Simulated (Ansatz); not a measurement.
# BaTi2Ga2: relaxing a made-up structure, part 2 of 2

Starting from a made-up structure for BaTi2Ga2, the aim is the relaxed cell, its shortest contacts and, where a second run follows, its electronic structure.

Ansatz 0.2.0; DFT, PBE, plane-wave PAW, files of the set soft_1, scalar-relativistic, no spin, cell and ions relaxed at zero pressure; PAW set soft_1 (the session's first sound run).

So far: Starting point; Relaxation of the guess. The relaxed cell has a = 4.842, c = 10.840 Å (conventional setting).

**3. Bands of the relaxed cell**

A second self-consistent run takes a narrower smearing and the mesh shown in its input; the bands follow along the standard path of the relaxed lattice.

This step: DFT, PBE, plane-wave PAW, files of the set soft_1, scalar-relativistic, no spin, bands and density of states at the relaxed cell; PAW set soft_1 (Ansatz 0.2.0).

File input.yaml:

```yaml
crystal:
  lattice:
    - [-2.4209096747, 2.4209096747, 5.4199970861]
    - [2.4209096747, -2.4209096747, 5.4199970861]
    - [2.4209096747, 2.4209096747, -5.4199970861]
  atoms:
    - { symbol: Ba, position: [0.0, 0.0, 0.0] }
    - { symbol: Ga, position: [0.25, 0.75, 0.5] }
    - { symbol: Ga, position: [0.75, 0.25, 0.5] }
    - { symbol: Ti, position: [0.6629540208, 0.6629540208, 0.0] }
    - { symbol: Ti, position: [0.3370459792, 0.3370459792, 0.0] }
kpoints:
  mp_grid: { grid: [10, 10, 10] }
  band_path:
    path:
      - [[0.0, 0.0, 0.0], [0.0, 0.0, 0.5], [-0.09975371, 0.09975371, 0.5], [-0.29987686, 0.29987686, 0.29987686], [0.0, 0.0, 0.0], [0.5, 0.5, -0.5], [0.29987686, 0.70012314, -0.29987686], [0.0, 0.5, 0.0], [0.25, 0.25, 0.25], [0.5, 0.5, -0.09975371], [0.5, 0.5, -0.5]]
      - [[0.0, 0.0, 0.5], [0.25, 0.25, 0.25]]
    npoints: 7
scf:
  occupations: { method: fermi_dirac, width: 0.03 }
  n_extra_bands: 9
hamiltonian:
  xc: pbe
  pseudopotentials: { kind: paw, azcp: { folder: soft_1 } }
output:
  forces: true
  stress: true
  write_bands: true
  dos: { projected: true }
  write_density: true
  write_potential: true
  elf: true
  volumetric_format: npy
```

Launch:

```
> ansatz run input.yaml --threads 4 --pin off --max-ram 10240MiB --backend cpu --events-out ev --progress --plain --runs-dir out
```

Numbers of over 12 decimals in the logs are rounded to 6 here.

Output:

```text
[...]
Crystal: 5 atoms, lattice volume = 127.062 Å³
Basis set: ecut = 420 eV, 2519 PW (Γ), exchange–correlation on 90×90×90 points (8 copies of the dense FFT grid, shifted against one another)
Bands: 39, of which v1, the nominal top of the filled ones, is band 30 counted from 1 (29 counted from 0)
Symmetry: 16 space group operations
[...]
k-points: 102 of 1000
[...]
SCF iter   1: F=—  HF=-18515.649165 eV  |F-HF|=—  |Δ(HF+E_count)|=         —  Δρ=4.57e-2  dr2=3.35e0  ethr=3.10e-3  ⟨swp⟩=7.7  Hψ=16541  notcnv=0
[...]
SCF iter  10: F=-18514.786289 eV  HF=-18514.786289 eV  |F-HF|=2.13e-8  |Δ(HF+E_count)|=   2.35e-8  Δρ=6.77e-6  dr2=6.76e-8  ethr=1.67e-10  ⟨swp⟩=14.0  Hψ=25484  notcnv=0
SCF 1 converged in 10 iterations: F = -18514.786289 eV  dr2 = 6.76e-8
[...]
NSCF: frozen V_eff on 79 k-points
SCF converged after 10 iterations
Free energy (F): -18514.786289 eV
[...]
Internal energy: -18514.775329 eV  (E = F + TS)
E sigma→0 (E₀):  -18514.780809 eV
Entropy (-TS):   -0.010960 eV (-2.192 meV/atom)
Fermi energy:    8.964013 eV
[...]
--- Forces (eV/Å), atoms counted from 1 ---
  atom   1  Ba     0.00000000     0.00000000     0.00000000
  atom   2  Ga     0.00000000     0.00000000     0.00000000
  atom   3  Ga    -0.00000000     0.00000000     0.00000000
  atom   4  Ti     0.00000000    -0.00000000    -0.01069098
  atom   5  Ti    -0.00000000    -0.00000000     0.01069098
  max |Σ_I F_I| component: 1.24e-17 eV/Å
--- Stress (GPa, compression-positive) ---
        0.015667      -0.000000       0.000000
       -0.000000       0.015667      -0.000000
        0.000000       0.000000      -0.017752
  P = ⅓ Tr σ = 0.0045 GPa (0.045 kbar)
--- Band table (eV; the first three rows and the last of 102) ---
  k-point 0: bands = [... 26 lower, 7.5399, 7.8529, 8.1761, 9.0336, 9.3052, 9.3052, 9.7332, 10.1857, ... 5 higher]
  k-point 1: bands = [... 26 lower, 7.7496, 7.8730, 8.2124, 8.8807, 9.3312, 9.4124, 9.7315, 10.1768, ... 5 higher]
  k-point 2: bands = [... 26 lower, 7.9822, 7.9908, 8.0340, 8.7929, 9.1809, 9.6193, 9.7769, 10.2192, ... 5 higher]
  k-point 101: bands = [... 26 lower, 7.3600, 8.0982, 8.6524, 9.2535, 9.4138, 9.4138, 9.9081, 10.2293, ... 5 higher]
```

Wall time 9.3 s (4 threads of Intel Xeon Platinum 8488C (Sapphire Rapids), shared host); peak memory 0.85 GiB; 36 s of CPU time.

The column dr2 measures how far the density is from self-consistency, as an energy; F and HF (Harris–Foulkes) agree once it is small.

This step gave:

```yaml
free_energy: -18514.7863 eV
energy_at_zero_smearing: -18514.7808 eV
smearing_term_ts: 0.01096 eV
fermi_energy: 8.964 eV
pressure: 0.004527 GPa
```

From bands.tsv, the bands that come nearest the Fermi level along the path, at its corners, in eV from the Fermi level:

```tsv
point	band 27	band 28	band 29	band 30	band 31	band 32	band 33	band 34
Γ	-1.42	-1.11	-0.79	0.07	0.34	0.34	0.77	1.22
X	-0.58	-0.47	-0.41	0.05	0.11	0.29	0.37	0.77
Y	-0.95	-0.68	-0.35	-0.17	0.34	0.38	0.52	0.80
S	-1.22	-0.99	-0.74	-0.17	0.37	0.41	0.64	1.13
Γ	-1.42	-1.11	-0.79	0.07	0.34	0.34	0.77	1.22
Z	-1.60	-0.87	-0.31	0.29	0.45	0.45	0.94	1.27
S1	-1.22	-0.99	-0.74	-0.17	0.37	0.41	0.64	1.13
N	-0.99	-0.83	-0.71	-0.51	0.07	0.34	0.48	1.12
P	-0.52	-0.52	-0.29	0.06	0.11	0.50	0.56	0.70
Y1	-0.95	-0.68	-0.35	-0.17	0.34	0.38	0.52	0.80
Z	-1.60	-0.87	-0.31	0.29	0.45	0.45	0.94	1.27
X	-0.58	-0.47	-0.41	0.05	0.11	0.29	0.37	0.77
P	-0.52	-0.52	-0.29	0.06	0.11	0.50	0.56	0.70
```

Counts of states for the cell as run, both spins, by energy window (eV from the Fermi level):

```
from  to  total
  -8  -7   0.46
  -7  -6   1.32
  -6  -5   1.86
  -5  -4   0.37
  -4  -3   0.12
  -3  -2   1.88
  -2  -1   3.72
  -1   0   6.26
   0   1   6.53
```

Below -8 eV lie 44.0 more states.

Electrostatic potential energy in the ac plane of the conventional cell at fractional y = 0.000, with atoms of Ba and Ga and Ti within 0.2 Å of it. With pseudopotentials it is smooth inside the atoms' cores, unlike the true potential.

Ten even steps from '_' (-36 eV) to '@' (26 eV), each cell a mean:
```
____::++**##########**--____
..::==**############**++--..
++****################****++
##########********##########
########****##%%****########
++****##++##@@@@@@****##****
..::++**++##@@@@%%++****--..
____--****************==..__
____--**######**####**++..__
::--++################**==::
****######################**
############################
############################
++****##################**++
..::==**##############**--..
____--**##********##**==..__
__..--******##%%**++**++::__
--==****++##@@@@@@******++--
****####**##@@@@%%++**####**
##########**********########
**############**##########**
==++****##############**++==
__..--**############**++::__
____..++**##########**--____
```
Columns run along a (4.8 Å; values clipped at the 3rd and 97th percentile), rows up along c (10.8 Å), edges of the conventional cell, whose origin can differ from the input's. Atoms in or near the plane, at fractional coordinates: Ba at (0.00, 0.00), Ga at (0.50, 0.25), Ga at (0.50, 0.75), Ti at (0.00, 0.66), Ti at (0.00, 0.34).

ELF in the ac plane of the conventional cell at fractional y = 0.000, with atoms of Ba and Ga and Ti within 0.2 Å of it. It is the smooth field of the valence electrons, not physical close to the nuclei.

Ten even steps from '_' (0.04) to '@' (0.84), each cell a mean:
```
..**@@##..__....____==@@@@--
@@@@%%--__..----::__..**@@@@
**++::..::==++++++--....==++
____..--==============::____
__..--++==--....::--++==..__
..__::==--..______--==--....
##++::--==::____..--==::--**
##%%++::====::::--==----##%%
##%%==..==++++++++++::::##%%
**==....--++++++++==::__::++
==----------::::::----------
@@@@%%**==::......--++##@@@@
######++--::......--==**####
--::..::------------::..::--
##**::..--++******++::..==##
##%%++::==++======++----##%%
%%##==::==--....::==--::**%%
++--..----..______--==::..==
____::++--::____..--====..__
____::====--::::--==++--..__
......::==++++++++==::......
%%##==....--++++==....--**%%
##@@@@++..__::::..__--%%@@##
__==@@%%::__________++@@%%..
```
Columns run along a (4.8 Å), rows up along c (10.8 Å), edges of the conventional cell, whose origin can differ from the input's. Atoms in or near the plane, at fractional coordinates: Ba at (0.00, 0.00), Ga at (0.50, 0.25), Ga at (0.50, 0.75), Ti at (0.00, 0.66), Ti at (0.00, 0.34).

Valence density in the ac plane of the conventional cell at fractional y = 0.000, with atoms of Ba and Ga and Ti within 0.2 Å of it. It is the smooth field of the valence electrons, not physical close to the nuclei.

Values in e/Å³, 24 rows by 14 columns, each cell a mean:
```
 1  1  1  0  0  0  0  0  0  0  0  1  1  1
 1  1  1  0  0  0  0  0  0  0  0  0  1  1
 0  0  0  0  0  0  0  0  0  0  0  0  0  0
 0  0  0  0  0  0  0  0  0  0  0  0  0  0
 0  0  0  0  0  1  2  4  1  0  0  0  0  0
 0  0  0  0  0  2 19 31  7  1  0  0  0  0
 3  2  0  0  0  2 11 18  4  1  0  0  1  3
10  6  1  0  0  0  1  1  1  0  0  1  3  8
 9  5  1  0  0  0  0  0  0  0  0  0  3  8
 2  1  0  0  0  0  0  0  0  0  0  0  1  2
 0  0  0  0  0  0  0  0  0  0  0  0  0  0
 0  0  0  0  0  0  0  0  0  0  0  0  0  0
 0  0  0  0  0  0  0  0  0  0  0  0  0  0
 0  0  0  0  0  0  0  0  0  0  0  0  0  0
 4  2  0  0  0  0  0  0  0  0  0  0  1  3
11  6  1  0  0  0  0  0  0  0  0  1  3  9
 8  4  1  0  0  1  2  4  1  0  0  0  2  6
 1  1  0  0  0  2 19 31  7  1  0  0  0  1
 0  0  0  0  0  2 11 18  4  1  0  0  0  0
 0  0  0  0  0  0  1  1  1  0  0  0  0  0
 0  0  0  0  0  0  0  0  0  0  0  0  0  0
 1  1  0  0  0  0  0  0  0  0  0  0  0  1
 1  1  1  0  0  0  0  0  0  0  0  1  1  1
 1  1  1  0  0  0  0  0  0  0  0  1  1  1
```
Columns run along a (4.8 Å), rows up along c (10.8 Å), edges of the conventional cell, whose origin can differ from the input's. Atoms in or near the plane, at fractional coordinates: Ba at (0.00, 0.00), Ga at (0.50, 0.25), Ga at (0.50, 0.75), Ti at (0.00, 0.66), Ti at (0.00, 0.34).

**4. Summary of results**

```json
{"space group, relaxed": "I4/mmm", "conventional cell": "a = 4.842, b = 4.842, c = 10.840 Å; α = 90.0°, β = 90.0°, γ = 90.0°", "volume per atom": "25.41 Å³ (guess 19.48)"}
```

In words: BaTi2Ga2 relaxes to I4/mmm with a = 4.842, b = 4.842 and c = 10.840 Å. The guessed volume was 23 % too small. The space group I4/mmm was held in the relaxation, so the end point is a stationary structure within it and may be a saddle against distortions or other arrangements. Bands cross the Fermi level, so it is a metal or semimetal at this level. On the 10×10×10 mesh with the narrower smearing (relaxed on 9×9×9) the largest force component is 0.011 eV/Å and the largest stress component is 0.018 GPa, within the relaxation's thresholds of 0.015 eV/Å and 0.05 GPa. The cutoff wasn't tested. Spin-orbit coupling is left out, which can matter for elements this heavy. No dispersion term is used, so weakly bound directions may come out too long. The runs have no spin, and magnetism wasn't tested. Nothing here tests whether the compound is stable against decomposition.

[Logs are printed without paths, hosts, clocks, repeated set-up lines and the standing remarks that a program may print on its own settings, such as how far it seeks lower states.]

[Hosts, paths, dates, database ids (printed as entryN), source tags and the programs' standing remarks are cut or masked in the printed files.]
